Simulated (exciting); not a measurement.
Two BSE runs for the Mg K edge of MgZn2O3, space group P-3m1. Run A: exciting, all-electron LAPW+lo, LDA, exchange and screened direct term (singlet BSE), 5×5×2 shifted k points, 23 conduction bands, |G+q| up to 3 bohr⁻¹, full RPA screening with nempty = 47, Lorentzian half width 0.45 eV. Run B differs in one setting: k mesh, kernel cutoff, basis, band set, screening or width.

Energy from the Kohn–Sham onset, core level to the lowest empty state found on the meshes used; one zero for both, scaled to A's maximum:

```
E (eV)     A     B
  -2.5  0.01  0.04
  -2.0  0.02  0.05
  -1.5  0.02  0.05
  -1.0  0.02  0.06
  -0.5  0.03  0.07
   0.0  0.04  0.09
   0.5  0.05  0.11
   1.0  0.07  0.14
   1.5  0.11  0.17
   2.0  0.17  0.22
   2.5  0.28  0.28
   3.0  0.40  0.34
   3.5  0.50  0.38
   4.0  0.44  0.41
   4.5  0.41  0.44
   5.0  0.45  0.48
   5.5  0.54  0.53
   6.0  0.68  0.59
   6.5  0.86  0.64
   7.0  0.78  0.67
   7.5  0.78  0.69
   8.0  0.84  0.70
   8.5  0.76  0.71
   9.0  0.79  0.72
   9.5  0.84  0.73
  10.0  0.95  0.73
  10.5  1.00  0.71
  11.0  0.79  0.65
  11.5  0.57  0.58
  12.0  0.53  0.52
  12.5  0.48  0.47
  13.0  0.41  0.42
  13.5  0.38  0.37
  14.0  0.27  0.32
  14.5  0.20  0.29
  15.0  0.21  0.27
  15.5  0.26  0.26
  16.0  0.25  0.24
  16.5  0.20  0.23
  17.0  0.20  0.22
  17.5  0.21  0.21
  18.0  0.20  0.21
  18.5  0.21  0.20
```

**Question.** Which is the likeliest?

The half width (eV) from 0.45 to 1.35. The spectrum differs from run A by 18 % r.m.s. The highest maximum lies at 9.9 eV (0.73), against 10.4 eV (1.00). Only the width of each line changes; the area stays. A table step wider than the lines misses their tops. Other settings could leave a like mark; this is the change that was made.

[Banner, clock and machine lines of the logs are left out without a mark of their own.]

[Logs are printed without paths, hosts, clocks, repeated set-up lines and the standing remarks that a program may print on its own settings, such as how far it seeks lower states.]

[Hosts, paths, dates, database ids (printed as entryN), source tags and the programs' standing remarks are cut or masked in the printed files.]
